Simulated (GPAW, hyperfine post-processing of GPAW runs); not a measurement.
# From spin density to shift: 25Mg in Ba2MgMn2O6

A spin-polarised calculation (DFT, revPBE+U, plane-wave PAW, GPAW setups, collinear spin, scalar-relativistic; GPAW) with all Mn moments parallel (S = 2 each) puts a spin density ρ↑ − ρ↓ of 0.2721 e/Å³, counted along the moments, at one Mg nucleus (6 Mn through links of 91° (4) and 137° (4)). Take g = 2, spin-only moments and Θ = 0 K (a pure Curie law); γ/2π of 25Mg is -2.6083 MHz/T.

**Task.** Find the contact field, the hyperfine constant and the contact shift at 340 K and 380 K, supposing that the crystal is a paramagnet with these local moments at both.

1. A spin density ρ_s carries a moment density μB ρ_s, and the contact field is B_c = (2μ₀/3) μB ρ_s. For 1 e/Å³ that is 7.769 T, so B_c = 2.114 T.

2. With H = A S·I summed over the ions, A = γB_c/(2πS) = -2.6083 × 2.114 / 2 = -2.76 MHz.

3. In a field B0 the paramagnet reaches only a fraction of saturation, M/M_sat = g μB (S + 1) B0 / [3 k_B (T − Θ)]. At 340 K this is 3.9513e-03 per tesla, or 0.929 % at 2.35 T.

4. The shift is that fraction of B_c over B0, so B0 drops out: δ = 2.114 × 3.9513e-03 × 10⁶ = 8350 ppm at 340 K.

5. At 380 K it scales by (340 − Θ)/(380 − Θ) = 0.895, to 7470 ppm.

6. The sign says that the spin at the nucleus is parallel to the Mn moments, as where half-filled orbitals delocalise onto the site. Over this level and the 5 others of the session's ladder with the same moment and an open gap (any hybrids aside), the field runs from 1.89 to 2.99 T. Spin flips in this cell gave a rough Θ of -250 K, not relied on, which would scale the first shift by 0.58. Orbital and pseudocontact parts are not included.

[Hosts, paths, dates, database ids (printed as entryN), source tags and the programs' standing remarks are cut or masked in the printed files.]
